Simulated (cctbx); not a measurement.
## What resolution and counting buy: Mn4Fe3S6O6

Space group R-3 (no. 148), a = 11.7860 Å, b = 11.7860 Å, c = 7.1500 Å, α = 90.00°, β = 90.00°, γ = 120.00°.

```
atom  mult.       x       y       z  Ueq (Å²)
 Fe1      9     2/3     5/6     1/3    0.0186
 Mn1      3       0       0     1/2    0.0127
 Mn2      9     5/6     2/3     1/6    0.0161
  S1     18  0.1766  0.6586  0.3357    0.0156
  O1     18  0.7762  0.7281  0.9109    0.0187
```

This is a model crystal, built by substitution and not relaxed, with assumed displacement parameters.

Five simulated data sets (cctbx; Ag Kα, λ = 0.56087 Å; 3 % proportional error) differ in resolution or exposure (noise floor 4 counts in the first three, 8 in the last two). Each is refined with the right model, isotropic at 1.1 Å and anisotropic otherwise. How do the figures of merit and the uncertainties move?

| d min (Å) | top counts | ⟨I/σ⟩ (unmerged, absences included) | unique | param. (scale apart) | Rint | R1 | GooF | largest s.u. xyz (fractional) | s.u. U of O1 (Å²) | largest error (Å) |
| --- | --- | --- | --- | --- | --- | --- | --- | --- | --- | --- |
| 1.1 | 20000 | 6.4 | 154 | 11 | 0.026 | 0.0153 | 1.34 | 0.00035 | 0.0008 | 0.0079 |
| 0.84 | 20000 | 5.2 | 337 | 32 | 0.026 | 0.0134 | 0.92 | 0.00019 | 0.0007 | 0.0049 |
| 0.6 | 20000 | 3.6 | 897 | 32 | 0.033 | 0.0194 | 0.97 | 0.00015 | 0.0004 | 0.0019 |
| 0.75 | 300 | 0.4 | 471 | 32 | 0.357 | 0.1182 | 0.99 | 0.00331 | 0.0157 | 0.0336 |
| 0.75 | 3000 | 1.8 | 471 | 32 | 0.070 | 0.0410 | 0.99 | 0.00063 | 0.0021 | 0.0064 |

The number of reflections grows roughly as 1/d³: 154, 337 and 897 here. R1 follows the noise rather than the truth: at 300 counts it is 0.1182, at 3000 counts 0.0410, while GooF is 0.99 and 0.99: the weights 1/σ² carry the noise. The s.u. of U (U11 where anisotropic) for O1 goes 0.0008, 0.0007, 0.0004 Å² with resolution and 0.0157, 0.0021 Å² with exposure.

The 1.1 Å row also differs in its displacement model, so it isn't a clean test of resolution.

Hardware for the 0.6 Å refinement: 0.38 s on 1 thread of Arm Neoverse V2 (shared host), peak memory 0.09 GiB.

[Logs are printed without paths, hosts, clocks, repeated set-up lines and the standing remarks that a program may print on its own settings, such as how far it seeks lower states.]
